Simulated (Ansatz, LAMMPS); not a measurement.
# Molecular dynamics of glassy 46SiO2-16Al2O3-16BaO-16Li2O-5Sc2O3 (mol %) (121 atoms)

How do the atoms of glassy 46SiO2-16Al2O3-16BaO-16Li2O-5Sc2O3 (mol %) (121 atoms) move, and what local order do they keep?

Program: Ansatz 0.2.0. Level of theory: Kohn-Sham DFT, LDA, PAW (set soft_2), plane waves. Results are calculated unless marked as measured.

### 1. The structure

The cell holds 121 atoms: 17 Si, 12 Al, 6 Ba, 12 Li, 4 Sc and 70 O. Its edges and angles: a = 11.443 Å, b = 11.443 Å, c = 11.443 Å, α = 90.0°, β = 90.0°, γ = 90.0°. 121 atoms (17 Si, 12 Al, 6 Ba, 12 Li, 4 Sc, 70 O) placed at random at 3.16 g/cm³, melted at 4000 K for 10 ps at fixed volume with the Morse and Coulomb pair potential with partial charges (Pedone, Malavasi, Menziani, Cormack and Segre, J. Phys. Chem. B 110, 11780 (2006)). Quenched from 4000 K to 300 K at 100 K/ps and fixed volume, held 10 ps at zero pressure, then minimised at fixed cell.

Before any run, some limits are plain. The quench rate of 100 K/ps is orders of magnitude faster than experiment, which tends to freeze in extra defects. The starting topology of bonds comes from the classical model. The Brillouin zone is sampled at Γ only, in a cell whose shortest periodic width is 11 Å. Spin–orbit coupling is left out, which matters for the levels of the heavy elements.

### 2. Dynamics at 300 K

A Nosé–Hoover thermostat steers the temperature while disturbing the dynamics little. The time step is 1.0 fs.

Input file input.yaml:

```yaml
crystal:
  lattice:
    - [11.44255, 0.0, 0.0]
    - [0.0, 11.44255, 0.0]
    - [0.0, 0.0, 11.44255]
  atoms:
    - { symbol: Si, position: [0.02569, 0.46307, 0.06639] }
    - { symbol: Si, position: [0.81093, 0.73189, 0.96655] }
    - { symbol: Si, position: [0.36018, 0.26592, 0.05162] }
    - { symbol: Si, position: [0.02256, 0.10772, 0.29247] }
    [... 111 atom lines left out ...]
    - { symbol: O, position: [0.51261, 0.57539, 0.98187] }
    - { symbol: O, position: [0.28876, 0.5605, 0.92891] }
    - { symbol: O, position: [0.08374, 0.58144, 0.11075] }
    - { symbol: O, position: [0.45325, 0.4198, 0.30153] }
    - { symbol: O, position: [0.1187, 0.01236, 0.27497] }
    - { symbol: O, position: [0.21577, 0.44811, 0.30026] }
kpoints:
  mp_grid: { grid: [1, 1, 1] }
hamiltonian:
  xc: lda
scf:
  occupations: { method: fermi_dirac, width: 0.05 }
output:
  forces: true
md:
  timestep: 1.0
  n_steps: 139
  ensemble: nvt_nose_hoover
  temperature: 300
  initial_velocities: maxwell_boltzmann
  seed: 3257
```

The run is started by

```bash
ansatz run input.yaml --threads 4 --pin off --max-ram 8192MiB --backend cpu --events-out ev --progress --plain --runs-dir out
```

The job ended after 28 min (4 threads of Arm Neoverse V1, shared host; peak memory 2.3 GiB; 1.8 h of CPU time).

The program notes that it switched symmetry off.

Rows from the run:

```
time (fs)  T (K)  potential (meV/atom)  conserved (meV/atom)
      0.0    300                   0.0                  0.00
      9.0    335                  -4.5                 -0.03
     19.0    246                   6.9                  0.03
     28.0    282                   2.3                 -0.01
     37.0    296                   0.6                  0.00
     46.0    317                  -2.0                 -0.01
     56.0    300                   0.2                  0.01
     65.0    316                  -1.8                 -0.01
     74.0    296                   0.8                 -0.01
     83.0    290                   1.6                  0.00
     93.0    312                  -1.1                  0.00
    102.0    328                  -3.2                 -0.01
    111.0    304                  -0.1                  0.01
    120.0    330                  -3.4                 -0.01
    130.0    310                  -1.0                  0.01
    139.0    304                  -0.3                  0.00
```

Mean square displacement from the first frame to the last: Si 0.032 Å², Al 0.037 Å², Ba 0.082 Å², Li 0.34 Å², Sc 0.046 Å², O 0.056 Å².

Mean square displacement against time lag:

```
time lag (fs)  Al (Å²)  Ba (Å²)  Li (Å²)   O (Å²)  Sc (Å²)  Si (Å²)
          1.0   2.7e-5   8.7e-6   1.2e-4   4.4e-5   1.8e-5   2.8e-5
          3.0   2.4e-4   7.8e-5  0.00104   4.0e-4   1.6e-4   2.5e-4
          6.0   9.3e-4   3.1e-4  0.00412  0.00154   6.3e-4   9.7e-4
         12.0  0.00341  0.00122   0.0158  0.00550  0.00242  0.00340
         15.0  0.00499  0.00190   0.0239  0.00793  0.00370  0.00481
         18.0  0.00667  0.00270   0.0332   0.0104  0.00518  0.00617
         21.0  0.00835  0.00364   0.0434   0.0128  0.00683  0.00737
         24.0  0.00995  0.00469   0.0542   0.0150  0.00862  0.00837
         29.0   0.0123  0.00670   0.0729   0.0185   0.0118  0.00965
         32.0   0.0135  0.00804   0.0843   0.0204   0.0138   0.0103
         35.0   0.0146  0.00947   0.0956   0.0223   0.0158   0.0109
         38.0   0.0154   0.0110    0.107   0.0241   0.0178   0.0116
         41.0   0.0162   0.0126    0.118   0.0259   0.0197   0.0124
         47.0   0.0174   0.0160    0.138   0.0293   0.0233   0.0143
         49.0   0.0177   0.0172    0.145   0.0303   0.0244   0.0150
         52.0   0.0182   0.0190    0.155   0.0317   0.0258   0.0159
         55.0   0.0186   0.0209    0.164   0.0330   0.0271   0.0169
         58.0   0.0191   0.0228    0.173   0.0341   0.0282   0.0179
         64.0   0.0203   0.0268    0.192   0.0363   0.0300   0.0200
         67.0   0.0210   0.0288    0.202   0.0375   0.0306   0.0211
         70.0   0.0218   0.0309    0.211   0.0387   0.0311   0.0223
```

Over the second half of 139 fs the temperature averages 310 K with swings of 14 K r.m.s. The conserved energy stays within 0.04 meV/atom. From first frame to last Li has the largest mean square displacement, 0.34 Å² at the end; the farthest move is 1.36 Å. The count of bonds goes from 234 in the first frame to 231 in the last, by one set of cutoffs: 10 pairs passed out of them and 7 came within. The run spans 0.14 ps, too short for its means to be equilibrium values.

### 3. Structure statistics late in the run

The g(r) is a mean over the second half; what follows it is taken at the last frame.

Density 3.33 g/cm³, 12.38 Å³ an atom.

Mean of 15 frames. Pair distribution functions g(r), in bins of 0.2 Å:

```
r (Å)  total   O-O  O-Si  O-Al  O-Li  O-Ba  O-Sc
 1.50   0.50  0.00  3.08  0.00  0.00  0.00  0.00
 1.70   2.51  0.00  9.79  7.59  0.44  0.00  0.00
 1.90   1.00  0.00  0.00  3.41  4.23  0.00  3.13
 2.10   0.51  0.00  0.00  0.02  2.45  0.00  5.85
 2.30   0.17  0.03  0.00  0.06  1.05  0.05  0.75
 2.50   0.64  1.29  0.00  0.12  0.29  1.24  0.74
 2.70   1.52  3.39  0.00  0.06  0.51  3.12  0.14
 2.90   1.16  1.83  0.10  0.21  0.76  2.60  0.00
 3.10   1.06  1.25  0.33  0.37  0.74  0.88  0.04
 3.30   1.02  0.79  0.88  0.67  1.07  0.66  0.48
 3.50   0.85  0.66  1.01  0.94  0.83  0.65  0.36
 3.70   1.02  0.69  1.50  1.27  1.00  0.79  0.74
 3.90   0.99  0.69  1.59  1.06  1.08  1.21  1.40
 4.10   1.20  0.69  2.00  1.66  1.54  1.23  1.50
 4.30   1.04  0.62  1.48  1.81  1.39  0.78  1.43
 4.50   0.98  0.81  1.01  1.22  1.08  0.74  1.77
 4.70   0.92  1.10  0.53  0.85  0.94  0.99  1.60
 4.90   0.98  1.32  0.69  0.69  0.84  1.25  0.96
 5.10   1.03  1.50  0.57  0.70  0.69  1.20  0.86
 5.30   1.05  1.29  0.63  0.80  0.94  1.52  0.79
 5.50   0.99  1.12  1.02  0.81  0.95  0.96  0.47
```

Bonds by pair of elements; cutoffs follow the first minimum of g(r), held within bounds set by covalent radii, and pairs that aren't listed don't count as bonded:

```
pair A-B  cutoff (Å)  bonds  mean length (Å)  spread (Å)  shortest (Å)  B about A  A about B
    O-Si        2.12     68             1.64       0.046          1.53      0.971          4
    O-Al        2.19     49             1.78       0.072          1.67        0.7       4.08
    O-Li        2.52     48             2.02       0.148          1.73      0.686          4
    O-Ba        3.29     44             2.80       0.184          2.34      0.629       7.33
    O-Sc        2.76     22             2.13       0.173          1.87      0.314        5.5
```

How many atoms have how many bonded neighbours:

```
element  mean  2   3   4  5  6  7  8
     Al  4.08  0   0  11  1  0  0  0
     Ba  7.33  0   0   0  0  1  2  3
     Li     4  0   1  10  1  0  0  0
      O   3.3  9  34  24  3  0  0  0
     Sc   5.5  0   0   0  3  0  1  0
     Si     4  0   0  17  0  0  0  0
```

Bond angles, per cent of each kind in bins of 5°:

```
angle (°)  O-Ba-O  O-Si-O  O-Al-O  O-Li-O  O-Sc-O
    45–50     2.1     0.0     0.0     0.0     0.0
    50–55     4.3     0.0     0.0     0.0     0.0
    55–60     5.7     0.0     0.0     0.0     0.0
    60–65     7.1     0.0     0.0     0.0     0.0
    65–70     7.1     0.0     0.0     1.4     3.9
    70–75     5.7     0.0     0.0     4.1     3.9
    75–80     4.3     0.0     0.0     2.7     7.8
    80–85     6.4     0.0     1.3    11.0     9.8
    85–90     1.4     0.0     4.0     6.9    19.6
    90–95     3.5     0.0    11.8     5.5    11.8
   95–100     6.4     8.8     9.2     5.5     2.0
  100–105     1.4    20.6    13.2     9.6     5.9
  105–110     4.3    20.6    15.8     9.6     3.9
  110–115     7.8    32.4    13.2     8.2     2.0
  115–120     2.1    13.7    18.4     8.2     2.0
  120–125     2.8     3.9     6.6     5.5     3.9
  125–130     4.3     0.0     4.0     4.1     2.0
  130–135     4.3     0.0     1.3     2.7     2.0
  135–140     2.1     0.0     0.0     5.5     3.9
  140–145     5.0     0.0     0.0     4.1     2.0
  145–150     2.8     0.0     0.0     2.7     2.0
  150–155     3.5     0.0     0.0     1.4     0.0
  155–160     1.4     0.0     0.0     1.4     5.9
  160–165     2.8     0.0     0.0     0.0     2.0
  165–170     0.0     0.0     0.0     0.0     3.9
  170–175     0.7     0.0     1.3     0.0     0.0
  175–180     0.7     0.0     0.0     0.0     0.0
```

Bond angles (no mean is given where the spread exceeds 20°):

```
 angle  count  mean (°)  spread (°)
O-Ba-O    141         -           -
O-Si-O    102       109         6.4
O-Al-O     76       108        13.2
O-Li-O     73         -           -
O-Sc-O     51         -           -
```

Oxygen atoms by the number of network formers (Si, P, Ge, B, Al, As, Ga) bound to them:

```
network formers bound to O  O atoms  per cent
                         0        1       1.4
                         1       23      32.9
                         2       44      62.9
                         3        2       2.9
```

Network units: each former by its oxygen neighbours and how many of them bridge to another former:

```
former  O neighbours  bridging O  atoms
    Si             4           1      1
    Si             4           2      4
    Si             4           3      8
    Si             4           4      4
    Al             4           2      1
    Al             4           3      2
    Al             4           4      8
    Al             5           5      1
```

Bond length by coordination (bonds to H left out):

```
element  coordination  atoms  mean bond length (Å)
     Al             4     11                  1.77
     Al             5      1                  1.88
     Ba             6      1                  2.68
     Ba             7      2                  2.80
     Ba             8      3                  2.84
     Li             3      1                  1.97
     Li             4     10                  2.02
     Li             5      1                  2.08
      O             2      9                  1.67
      O             3     34                  1.99
      O             4     24                  2.08
      O             5      3                  2.20
     Sc             5      3                  2.08
     Sc             7      1                  2.24
```

For some of the pairs, g(r) has its first main peak near 2.7 Å (O-O), 1.6 Å (O-Si), 1.8 Å (O-Al), 2.0 Å (O-Li), 2.7 Å (O-Ba) and 2.0 Å (O-Sc). With the cutoffs above, 92 % of Al atoms have 4, 50 % of Ba atoms have 8, 83 % of Li atoms have 4 and 49 % of O atoms have 3 bonded neighbours. Counting bonds to Si and Al alone, not to Sc, 63 % of the oxygens join two of these atoms and 33 % one; 3 % join three; 1 % join none. The commonest Si unit has 4 oxygens, 3 of them shared with other formers (8 of 17 atoms).

### 4. Single point at the last frame

The last frame is solved again with fuller output, to read the electronic structure of a thermally displaced geometry.

Input file input.yaml:

```yaml
crystal:
  lattice:
    - [11.44255, 0.0, 0.0]
    - [0.0, 11.44255, 0.0]
    - [0.0, 0.0, 11.44255]
  atoms:
    - { symbol: Si, position: [0.01221, 0.45913, 0.06212] }
    - { symbol: Si, position: [0.8093, 0.73521, 0.97038] }
    - { symbol: Si, position: [0.36467, 0.2532, 0.04671] }
    - { symbol: Si, position: [0.01752, 0.10374, 0.29808] }
    [... 111 atom lines left out ...]
    - { symbol: O, position: [0.52486, 0.57175, 0.96569] }
    - { symbol: O, position: [0.29253, 0.54601, 0.93261] }
    - { symbol: O, position: [0.08557, 0.58749, 0.10163] }
    - { symbol: O, position: [0.45425, 0.42871, 0.31086] }
    - { symbol: O, position: [0.10585, 0.99828, 0.27666] }
    - { symbol: O, position: [0.21494, 0.43764, 0.2974] }
kpoints:
  mp_grid: { grid: [1, 1, 1] }
hamiltonian:
  xc: lda
scf:
  occupations: { method: fermi_dirac, width: 0.05 }
output:
  forces: true
  stress: true
  populations: true
  dos:
    method: { smearing: { sigma: 0.15 } }
    de: 0.1
    projected: { site_lists: { Al: [Al], Ba: [Ba], Li: [Li], O: [O], Sc: [Sc] } }
  eigenvalues: true
  write_density: true
  write_potential: true
  volumetric_format: npy
  elf: true
```

It took 41 s on 4 threads; peak memory 2.1 GiB; 2.6 min of CPU time.

The run gave:

* free energy: -100990.2068 eV
* free energy per atom: -834.6298 eV/atom
* SCF cycles: 11
* pressure: -2.738 GPa
* r.m.s. force component: 0.7766 eV/Å
* longest force: 3.744 eV/Å
* Fermi energy: 6.974 eV
* gap (highest filled to lowest empty level): 3.197 eV
* spilling of the projection: 0.01155

Neighbours are counted within 2.12 Å (O-Si), 2.19 Å (O-Al), 2.52 Å (O-Li), 3.29 Å (O-Ba), 2.76 Å (O-Sc), the cutoffs taken from the dynamics.

Length of the force by element and coordination:

```
element  coordination  atoms  mean length of the force (eV/Å)  spread  least   most
     Al           all     12                             1.35   0.532  0.420   2.09
     Al             4     11                             1.34   0.553  0.420   2.09
     Al             5      1                             1.52       0   1.52   1.52
     Ba           all      6                            0.518   0.221  0.270  0.945
     Ba             6      1                            0.587       0  0.587  0.587
     Ba             7      2                            0.647   0.297  0.350  0.945
     Ba             8      3                            0.408   0.117  0.270  0.556
     Li           all     12                            0.591   0.302   0.09   1.15
     Li             3      1                             0.09       0   0.09   0.09
     Li             4     10                            0.632   0.286  0.286   1.15
     Li             5      1                            0.684       0  0.684  0.684
      O           all     70                             1.10   0.555  0.110   2.91
      O             2      9                             1.16   0.416  0.539   1.79
      O             3     34                            0.982   0.456  0.110   1.97
      O             4     24                             1.14   0.609  0.398   2.81
      O             5      3                             1.87   0.760   1.10   2.91
     Sc           all      4                             1.09   0.429  0.624   1.71
     Sc             5      3                             1.19   0.446  0.624   1.71
     Sc             7      1                            0.762       0  0.762  0.762
     Si           all     17                             1.91   0.874  0.554   3.74
```

Löwdin charges by element and coordination (they lack the spilled electrons, 0.063 e an atom on average):

```
element  coordination  atoms  mean charge (e)  spread   least    most
     Al           all     12             1.21  0.0505    1.12    1.27
     Al             4     11             1.21  0.0522    1.12    1.27
     Al             5      1             1.18       0    1.18    1.18
     Ba           all      6             1.91  0.0151    1.90    1.93
     Ba             6      1             1.93       0    1.93    1.93
     Ba             7      2             1.90  0.0033    1.90    1.90
     Ba             8      3             1.92  0.0149    1.90    1.93
     Li           all     12            0.773  0.0126   0.753   0.798
     Li             3      1            0.777       0   0.777   0.777
     Li             4     10            0.772  0.0137   0.753   0.798
     Li             5      1            0.776       0   0.776   0.776
      O           all     70           -0.852  0.0712   -1.08  -0.721
      O             2      9           -0.786  0.0384  -0.860  -0.721
      O             3     34           -0.839  0.0685   -1.08  -0.728
      O             4     24           -0.883  0.0548   -1.00  -0.807
      O             5      3           -0.951  0.0622   -1.02  -0.868
     Sc           all      4             1.20  0.0127    1.18    1.21
     Sc             5      3             1.20  0.0145    1.18    1.21
     Sc             7      1             1.19       0    1.19    1.19
     Si           all     17             1.60  0.0459    1.51    1.69
```

Density of states as counts of states in windows of 1 eV (from the Fermi level), total and the larger projections:

```
from (eV)  to (eV)  total   O p  Sc d  Ba p
      -14      -13    5.8   0.2   0.0   5.4
      -13      -12   27.3   1.5   0.0  24.8
      -12      -11    5.2   1.7   0.0   2.6
      -11      -10   10.2   6.8   0.0   0.1
      -10       -9   14.8  10.4   0.0   0.1
       -9       -8   20.8  15.3   0.1   0.1
       -8       -7   39.6  30.1   0.4   0.2
       -7       -6   51.6  41.1   0.7   0.2
       -6       -5   72.0  61.5   1.4   0.4
       -5       -4   86.4  78.1   1.5   0.5
       -4       -3   87.3  81.7   0.9   0.4
       -3       -2   32.7  30.8   0.2   0.2
       -2       -1    2.4   2.2   0.0   0.0
       -1        1    0.0   0.0   0.0   0.0
        1        2    4.3   0.3   2.0   0.0
        2        3   22.7   2.1  14.9   0.0
        3        4   37.8   3.3   7.9   0.1
        4        5   43.9   3.9   3.8   0.1
```

Between -26 and -14 eV lie 140 more states.

The stored curve holds about 596 of the 664 electrons; the rest, give or take the few that broadening carries across the Fermi level, lie in deeper levels below its range.

Not all projections were asked for or kept, so they needn't add up to the total.

The levels nearest the highest filled one (over half full), pooled over k-points and spins:

```
level less the highest filled one (eV)  occupation
                                -0.820           2
                                -0.684           2
                                -0.647           2
                                -0.565           2
                                -0.492           2
                                     0           2
                                  3.20           0
                                  3.51           0
                                  3.69           0
                                  3.89           0
                                  4.04           0
                                  4.07           0
```

Mean Löwdin charges: Al +1.21, Ba +1.91, Li +0.77, O -0.85, Sc +1.20, Si +1.60 e (they miss 1.2 % of the electrons, so they add up to more than the cell's charge). The largest share in the top eV of filled states is O p (96 % of the projected weight), and in the lowest eV of empty states Sc d (71 % of the projected weight).

### 5. What came out

- mean temperature, second half: 310.3 K
- temperature swing, second half: 14.49 K
- slope of the conserved energy against time, by least squares: -0.0075 meV/atom/ps
- free energy per atom: -834.6298 eV/atom
- pressure: -2.738 GPa
- r.m.s. force component: 0.7766 eV/Å
- gap (highest filled to lowest empty level): 3.197 eV
- wall time of the 2 DFT runs: 29 min

**Reading.** Over the second half of 139 fs the temperature averages 310 K with swings of 14 K r.m.s. The conserved energy stays within 0.04 meV/atom. The count of bonds goes from 234 in the first frame to 231 in the last, by one set of cutoffs: 10 pairs passed out of them and 7 came within. The run spans 0.14 ps, too short for its means to be equilibrium values. With the cutoffs above, 92 % of Al atoms have 4, 50 % of Ba atoms have 8, 83 % of Li atoms have 4 and 49 % of O atoms have 3 bonded neighbours. Counting bonds to Si and Al alone, not to Sc, 63 % of the oxygens join two of these atoms and 33 % one; 3 % join three; 1 % join none. The highest filled and lowest empty levels differ by 3.20 eV (at Γ alone); a local or semilocal functional tends to put such gaps too low. In a disordered cell it changes from sample to sample, and tail or defect levels can set it.

What to keep in mind: The network of bonds at the start is that of the classical potential that made the cell; in DFT 10 of its 234 bonded pairs passed out of the cutoffs and 7 came within them. The pressure of -2.7 GPa is that of one thermal frame at a volume set beforehand, without the kinetic term.

[Logs are printed without paths, hosts, clocks, repeated set-up lines and the standing remarks that a program may print on its own settings, such as how far it seeks lower states.]

[Hosts, paths, dates, database ids (printed as entryN), source tags and the programs' standing remarks are cut or masked in the printed files.]
